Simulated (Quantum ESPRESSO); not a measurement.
# SiC (Moissanite): optical spectrum from first principles, part 2 of 3

Wanted: where SiC (Moissanite) starts to absorb, how strongly, and its refractive index.

Quantum ESPRESSO 7.5; DFT, PBE, plane waves with norm-conserving potentials (PseudoDojo), scalar-relativistic, independent-particle optical response without local fields and without the non-local commutator.

So far. Step 2 (Ground state): There is a gap, 2.59 eV on this mesh (points off the mesh can give less), so no carriers' term is needed.

## Step 3: Ground state with the final occupations

Level of this step: DFT, PBE, plane waves with norm-conserving potentials (PseudoDojo), scalar-relativistic, ground state (Quantum ESPRESSO).

With the gap or the metal settled, the ground state is repeated with the fitting occupations, and the later steps take its density.

File scf.in:

```
&control
  calculation = 'scf'
  prefix = 'x'
  outdir = './tmp'
  pseudo_dir = './'
  verbosity = 'high'
/
&system
  ibrav = 0
  nat = 4
  ntyp = 2
  ecutwfc = 70
  occupations = 'fixed'
/
&electrons
  conv_thr = 1e-09
  electron_maxstep = 100
/
ATOMIC_SPECIES
  Si 1.0 Si.upf
  C 1.0 C.upf
CELL_PARAMETERS angstrom
  3.075999999976 0.000000000000 0.000000000000
  -1.537999999988 2.663894142020 0.000000000000
  0.000000000000 0.000000000000 5.048000000000
ATOMIC_POSITIONS crystal
  Si 0.666666666667 0.333333333333 0.500000000000
  Si 0.333333333333 0.666666666667 0.000000000000
  C 0.666666666667 0.333333333333 0.885000000000
  C 0.333333333333 0.666666666667 0.385000000000
K_POINTS automatic
  8 8 5 0 0 0
```

Run with:

```console
> mpirun -n 4 pw.x -nk 4 -in scf.in
```

Log:

```text
[banner, memory and clock lines left out]

     using ibrav=0 with symmetry is DISCOURAGED, use correct ibrav instead

     G-vector sticks info

     bravais-lattice index     =            0
     lattice parameter (alat)  =       5.8128  a.u.
     unit-cell volume          =     279.1382 (a.u.)^3
     number of atoms/cell      =            4
     number of atomic types    =            2
     number of electrons       =        16.00
     number of Kohn-Sham states=            8
     kinetic-energy cutoff     =      70.0000  Ry
     charge density cutoff     =     280.0000  Ry
     scf convergence threshold =      1.0E-09
     mixing beta               =       0.7000
     number of iterations used =            8  plain     mixing
     Exchange-correlation= PBE
                           (   1   4   3   4   0   0   0)

     celldm(1)=   5.812798  celldm(2)=   0.000000  celldm(3)=   0.000000
     celldm(4)=   0.000000  celldm(5)=   0.000000  celldm(6)=   0.000000

     crystal axes: (cart. coord. in units of alat)
               a(1) = (   1.000000   0.000000   0.000000 )
               a(2) = (  -0.500000   0.866025   0.000000 )
               a(3) = (   0.000000   0.000000   1.641092 )

     reciprocal axes: (cart. coord. in units 2 pi/alat)
               b(1) = (  1.000000  0.577350 -0.000000 )
               b(2) = (  0.000000  1.154701  0.000000 )
               b(3) = (  0.000000 -0.000000  0.609350 )

     ./Si.upf
     Pseudo is Norm-conserving + core correction, Zval =  4.0
     Generated using ONCVPSP code by D. R. Hamann
     Using radial grid of 1510 points,  6 beta functions with:
                l(1) =   0
                l(2) =   0
                l(3) =   1
                l(4) =   1
                l(5) =   2
                l(6) =   2

     ./C.upf
     Pseudo is Norm-conserving + core correction, Zval =  4.0
     Generated using ONCVPSP code by D. R. Hamann
     Using radial grid of 1248 points,  4 beta functions with:
                l(1) =   0
                l(2) =   0
                l(3) =   1
                l(4) =   1

     atomic species   valence    mass     pseudopotential
     Si                4.00     1.00000     Si( 1.00)
     C                 4.00     1.00000     C ( 1.00)

     12 Sym. Ops. (no inversion) found ( 6 have fractional translation)

                                    s                        frac. trans.

     [... symmetry matrices left out ...]
   Cartesian axes

     site n.     atom                  positions (alat units)
         1        Si     tau(   1) = (   0.5000000   0.2886751   0.8205462  )
         2        Si     tau(   2) = (  -0.0000000   0.5773503   0.0000000  )
         3        C      tau(   3) = (   0.5000000   0.2886751   1.4523667  )
         4        C      tau(   4) = (  -0.0000000   0.5773503   0.6318205  )

   Crystallographic axes

     site n.     atom                  positions (cryst. coord.)
         1        Si     tau(   1) = (  0.6666667  0.3333333  0.5000000  )
         2        Si     tau(   2) = (  0.3333333  0.6666667  0.0000000  )
         3        C      tau(   3) = (  0.6666667  0.3333333  0.8850000  )
         4        C      tau(   4) = (  0.3333333  0.6666667  0.3850000  )

     number of k points=    30
                       cart. coord. in units 2pi/alat
        k(    1) = (   0.0000000   0.0000000   0.0000000), wk =   0.0062500
        k(    2) = (   0.0000000   0.0000000   0.1218700), wk =   0.0125000
        k(    3) = (   0.0000000   0.0000000   0.2437401), wk =   0.0125000
        k(    4) = (   0.0000000   0.1443376   0.0000000), wk =   0.0375000
        k(    5) = (   0.0000000   0.1443376   0.1218700), wk =   0.0750000
        k(    6) = (   0.0000000   0.1443376   0.2437401), wk =   0.0750000
        k(    7) = (   0.0000000   0.2886751   0.0000000), wk =   0.0375000
        k(    8) = (   0.0000000   0.2886751   0.1218700), wk =   0.0750000
        k(    9) = (   0.0000000   0.2886751   0.2437401), wk =   0.0750000
        k(   10) = (   0.0000000   0.4330127   0.0000000), wk =   0.0375000
        k(   11) = (   0.0000000   0.4330127   0.1218700), wk =   0.0750000
        k(   12) = (   0.0000000   0.4330127   0.2437401), wk =   0.0750000
        k(   13) = (   0.0000000  -0.5773503   0.0000000), wk =   0.0187500
        k(   14) = (   0.0000000  -0.5773503   0.1218700), wk =   0.0375000
        k(   15) = (   0.0000000  -0.5773503   0.2437401), wk =   0.0375000
        k(   16) = (   0.1250000   0.2165064   0.0000000), wk =   0.0375000
[...]
cryst. coord.
[...]
k(   23) = (   0.1250000   0.3750000   0.2000000), wk =   0.1500000
        k(   24) = (   0.1250000   0.3750000   0.4000000), wk =   0.1500000
        k(   25) = (   0.2500000   0.2500000   0.0000000), wk =   0.0375000
        k(   26) = (   0.2500000   0.2500000   0.2000000), wk =   0.0750000
        k(   27) = (   0.2500000   0.2500000   0.4000000), wk =   0.0750000
        k(   28) = (   0.2500000   0.3750000   0.0000000), wk =   0.0375000
        k(   29) = (   0.2500000   0.3750000   0.2000000), wk =   0.0750000
        k(   30) = (   0.2500000   0.3750000   0.4000000), wk =   0.0750000

     Dense  grid:    22119 G-vectors     FFT dimensions: (  32,  32,  54)

     Initial potential from superposition of free atoms

     starting charge      15.9987, renormalised to      16.0000
     Starting wfcs are   16 randomized atomic wfcs

     Self-consistent Calculation

     iteration #  1     ecut=    70.00 Ry     beta= 0.70
     Davidson diagonalization with overlap

            49 MiB given to the printing process from OS
            20 MiB allocation reported by mallinfo(arena+hblkhd)
------------------
     ethr =  1.00E-02,  avg # of iterations =  2.0

     total energy              =     -40.77892582 Ry
     estimated scf accuracy    <       0.84196387 Ry

     iteration #  2     ecut=    70.00 Ry     beta= 0.70
     Davidson diagonalization with overlap

            58 MiB given to the printing process from OS
            28 MiB allocation reported by mallinfo(arena+hblkhd)
------------------
     ethr =  5.26E-03,  avg # of iterations =  2.0

     total energy              =     -41.05491251 Ry
     estimated scf accuracy    <       0.20826662 Ry

     iteration #  3     ecut=    70.00 Ry     beta= 0.70
     Davidson diagonalization with overlap

            59 MiB given to the printing process from OS
            28 MiB allocation reported by mallinfo(arena+hblkhd)
------------------
     ethr =  1.30E-03,  avg # of iterations =  2.0

     total energy              =     -41.06394034 Ry
     estimated scf accuracy    <       0.01480944 Ry

     iteration #  4     ecut=    70.00 Ry     beta= 0.70
     Davidson diagonalization with overlap

            59 MiB given to the printing process from OS
            29 MiB allocation reported by mallinfo(arena+hblkhd)
------------------
     ethr =  9.26E-05,  avg # of iterations =  4.0

     total energy              =     -41.07365641 Ry
     estimated scf accuracy    <       0.02115298 Ry

     iteration #  5     ecut=    70.00 Ry     beta= 0.70
     Davidson diagonalization with overlap

            60 MiB given to the printing process from OS
            30 MiB allocation reported by mallinfo(arena+hblkhd)
------------------
     ethr =  9.26E-05,  avg # of iterations =  2.0

     total energy              =     -41.07419698 Ry
     estimated scf accuracy    <       0.00258180 Ry

     iteration #  6     ecut=    70.00 Ry     beta= 0.70
     Davidson diagonalization with overlap

            61 MiB given to the printing process from OS
            30 MiB allocation reported by mallinfo(arena+hblkhd)
------------------
     ethr =  1.61E-05,  avg # of iterations =  2.6

     total energy              =     -41.07525206 Ry
     estimated scf accuracy    <       0.00002161 Ry

     iteration #  7     ecut=    70.00 Ry     beta= 0.70
     Davidson diagonalization with overlap

            61 MiB given to the printing process from OS
            31 MiB allocation reported by mallinfo(arena+hblkhd)
------------------
     ethr =  1.35E-07,  avg # of iterations =  6.2

     total energy              =     -41.07525762 Ry
     estimated scf accuracy    <       0.00006582 Ry

     iteration #  8     ecut=    70.00 Ry     beta= 0.70
     Davidson diagonalization with overlap

            62 MiB given to the printing process from OS
            32 MiB allocation reported by mallinfo(arena+hblkhd)
------------------
     ethr =  1.35E-07,  avg # of iterations =  3.1

     total energy              =     -41.07528091 Ry
     estimated scf accuracy    <       0.00001505 Ry

     iteration #  9     ecut=    70.00 Ry     beta= 0.70
     Davidson diagonalization with overlap

            63 MiB given to the printing process from OS
            32 MiB allocation reported by mallinfo(arena+hblkhd)
------------------
     ethr =  9.41E-08,  avg # of iterations =  1.0

     total energy              =     -41.07527989 Ry
     estimated scf accuracy    <       0.00000552 Ry

     iteration # 10     ecut=    70.00 Ry     beta= 0.70
     Davidson diagonalization with overlap

            63 MiB given to the printing process from OS
            33 MiB allocation reported by mallinfo(arena+hblkhd)
------------------
     ethr =  3.45E-08,  avg # of iterations =  2.0

     total energy              =     -41.07528019 Ry
     estimated scf accuracy    <       0.00000107 Ry

     iteration # 11     ecut=    70.00 Ry     beta= 0.70
     Davidson diagonalization with overlap

            63 MiB given to the printing process from OS
            33 MiB allocation reported by mallinfo(arena+hblkhd)
------------------
     ethr =  6.67E-09,  avg # of iterations =  1.9

     total energy              =     -41.07528013 Ry
     estimated scf accuracy    <       0.00000034 Ry

     iteration # 12     ecut=    70.00 Ry     beta= 0.70
     Davidson diagonalization with overlap

            63 MiB given to the printing process from OS
            33 MiB allocation reported by mallinfo(arena+hblkhd)
------------------
     ethr =  2.13E-09,  avg # of iterations =  2.5

     total energy              =     -41.07528022 Ry
     estimated scf accuracy    <       0.00000001 Ry

     iteration # 13     ecut=    70.00 Ry     beta= 0.70
     Davidson diagonalization with overlap

            63 MiB given to the printing process from OS
            33 MiB allocation reported by mallinfo(arena+hblkhd)
------------------
     ethr =  6.32E-11,  avg # of iterations =  5.7

     total energy              =     -41.07528023 Ry
     estimated scf accuracy    <          3.6E-09 Ry

     iteration # 14     ecut=    70.00 Ry     beta= 0.70
     Davidson diagonalization with overlap

            63 MiB given to the printing process from OS
            33 MiB allocation reported by mallinfo(arena+hblkhd)
------------------
     ethr =  2.27E-11,  avg # of iterations =  1.1

     total energy              =     -41.07528023 Ry
     estimated scf accuracy    <          2.3E-09 Ry

     iteration # 15     ecut=    70.00 Ry     beta= 0.70
     Davidson diagonalization with overlap

            63 MiB given to the printing process from OS
            33 MiB allocation reported by mallinfo(arena+hblkhd)
------------------
     ethr =  1.44E-11,  avg # of iterations =  2.0

     End of self-consistent calculation

          k = 0.0000 0.0000 0.0000 (  2779 PWs)   bands (ev):

    -5.9318  -2.4300   1.0985   8.2413   8.2413   9.5229   9.5229   9.7981

     occupation numbers
     1.0000   1.0000   1.0000   1.0000   1.0000   1.0000   1.0000   1.0000

          k = 0.0000 0.0000 0.1219 (  2755 PWs)   bands (ev):

    -5.7375  -3.1268   2.1173   8.3477   8.3477   8.7240   9.3822   9.3822

     occupation numbers
     1.0000   1.0000   1.0000   1.0000   1.0000   1.0000   1.0000   1.0000

          k = 0.0000 0.0000 0.2437 (  2798 PWs)   bands (ev):

    -5.1637  -4.2484   4.1749   6.5276   8.6400   8.6400   9.0335   9.0335

     occupation numbers
     1.0000   1.0000   1.0000   1.0000   1.0000   1.0000   1.0000   1.0000

          k = 0.0000 0.1443 0.0000 (  2773 PWs)   bands (ev):

    -5.6611  -2.1987   1.3491   6.8738   7.8140   8.5711   9.3571   9.6004

     occupation numbers
     1.0000   1.0000   1.0000   1.0000   1.0000   1.0000   1.0000   1.0000

          k = 0.0000 0.1443 0.1219 (  2763 PWs)   bands (ev):

    -5.4679  -2.8814   2.3373   7.0215   7.9349   8.0944   9.0088   9.1743

     occupation numbers
     1.0000   1.0000   1.0000   1.0000   1.0000   1.0000   1.0000   1.0000

          k = 0.0000 0.1443 0.2437 (  2771 PWs)   bands (ev):

    -4.8977  -3.9896   4.3158   6.4678   7.4609   8.1230   8.2720   8.7402

     occupation numbers
     1.0000   1.0000   1.0000   1.0000   1.0000   1.0000   1.0000   1.0000

     [... further k points left out ...]

     highest occupied level (ev):     9.7981

!    total energy              =     -41.07528023 Ry
     estimated scf accuracy    <          3.2E-10 Ry

     The total energy is the sum of the following terms:
     one-electron contribution =      11.09196448 Ry
     hartree contribution      =       4.74707799 Ry
     xc contribution           =     -15.12513350 Ry
     ewald contribution        =     -41.78918921 Ry

     convergence has been achieved in  15 iterations

     XML data file, charge density, pseudopotentials, collected wavefunctions

                                        0.00s GPU  (     452 calls)
```

Run time: 8.6 s. Hardware: 4 MPI ranks of Arm Neoverse N1, shared host; peak memory 0.06 GiB.

## Step 4: Bands on the whole mesh, 12×12×6

The response needs many more empty bands than the density does.

This step: DFT, PBE, plane waves with norm-conserving potentials (PseudoDojo), scalar-relativistic, bands at fixed density (Quantum ESPRESSO 7.5).

nscf.in, as its differences from scf.in of step 3:

```diff
@@ -1,3 +1,3 @@
 &control
-  calculation = 'scf'
+  calculation = 'nscf'
   prefix = 'x'
@@ -5,3 +5,2 @@
   pseudo_dir = './'
-  verbosity = 'high'
 /
@@ -13,2 +12,5 @@
   occupations = 'fixed'
+  nbnd = 26
+  nosym = .true.
+  noinv = .true.
 /
@@ -17,2 +19,3 @@
   electron_maxstep = 100
+  diago_full_acc = .true.
 /
@@ -31,2 +34,2 @@
 K_POINTS automatic
-  8 8 5 0 0 0
+  12 12 6 0 0 0
```

Run with:

```console
> mpirun -n 4 pw.x -nk 4 -in nscf.in
```

Log:

```text
[banner, memory and clock lines left out]

     Atomic positions and unit cell read from directory:

     G-vector sticks info

     bravais-lattice index     =            0
     lattice parameter (alat)  =       5.8128  a.u.
     unit-cell volume          =     279.1382 (a.u.)^3
     number of atoms/cell      =            4
     number of atomic types    =            2
     number of electrons       =        16.00
     number of Kohn-Sham states=           26
     kinetic-energy cutoff     =      70.0000  Ry
     charge density cutoff     =     280.0000  Ry
     Exchange-correlation= PBE
                           (   1   4   3   4   0   0   0)

     celldm(1)=   5.812798  celldm(2)=   0.000000  celldm(3)=   0.000000
     celldm(4)=   0.000000  celldm(5)=   0.000000  celldm(6)=   0.000000

     crystal axes: (cart. coord. in units of alat)
               a(1) = (   1.000000   0.000000   0.000000 )
               a(2) = (  -0.500000   0.866025   0.000000 )
               a(3) = (   0.000000   0.000000   1.641092 )

     reciprocal axes: (cart. coord. in units 2 pi/alat)
               b(1) = (  1.000000  0.577350 -0.000000 )
               b(2) = (  0.000000  1.154701  0.000000 )
               b(3) = (  0.000000 -0.000000  0.609350 )

     ./Si.upf
     Pseudo is Norm-conserving + core correction, Zval =  4.0
     Generated using ONCVPSP code by D. R. Hamann
     Using radial grid of 1510 points,  6 beta functions with:
                l(1) =   0
                l(2) =   0
                l(3) =   1
                l(4) =   1
                l(5) =   2
                l(6) =   2

     ./C.upf
     Pseudo is Norm-conserving + core correction, Zval =  4.0
     Generated using ONCVPSP code by D. R. Hamann
     Using radial grid of 1248 points,  4 beta functions with:
                l(1) =   0
                l(2) =   0
                l(3) =   1
                l(4) =   1

     atomic species   valence    mass     pseudopotential
     Si                4.00     1.00000     Si( 1.00)
     C                 4.00     1.00000     C ( 1.00)

     No symmetry found

   Cartesian axes

     site n.     atom                  positions (alat units)
         1        Si     tau(   1) = (   0.5000000   0.2886751   0.8205462  )
         2        Si     tau(   2) = (  -0.0000000   0.5773503   0.0000000  )
         3        C      tau(   3) = (   0.5000000   0.2886751   1.4523667  )
         4        C      tau(   4) = (  -0.0000000   0.5773503   0.6318205  )

     number of k points=   864

     Number of k-points >= 100: set verbosity='high' to print them.

     Dense  grid:    22119 G-vectors     FFT dimensions: (  32,  32,  54)

     The potential is recalculated from file :

     Starting wfcs are   16 randomized atomic wfcs +   10 random wfcs

     Band Structure Calculation
     Davidson diagonalization with overlap

     ethr =  6.25E-12,  avg # of iterations = 52.8

     End of band structure calculation

     Number of k-points >= 100: set verbosity='high' to print the bands.

     highest occupied, lowest unoccupied level (ev):     9.7980   12.1300

     XML data file, pseudopotentials, collected wavefunctions

                                        0.00s GPU  (   11794 calls)

[... left out ...]
ulation
     Davidson diagonalization with overlap

     ethr =  6.25E-12,  avg # of iterations = 52.8

     End of band structure calculation

     Number of k-points >= 100: set verbosity='high' to print the bands.

     highest occupied, lowest unoccupied level (ev):     9.7980   12.1300

     XML data file, pseudopotentials, collected wavefunctions

                                        0.00s GPU  (   11794 calls)
```

It took 6 min on 4 MPI ranks; peak memory 0.05 GiB; 24 min of CPU time.

(Continued in part 3 of 3.)

[Machine, clock, banner and «Message from routine» lines are left out of the logs.]

[Logs are printed without paths, hosts, clocks, repeated set-up lines and the standing remarks that a program may print on its own settings, such as how far it seeks lower states.]

[Hosts, paths, dates, database ids (printed as entryN), source tags and the programs' standing remarks are cut or masked in the printed files.]
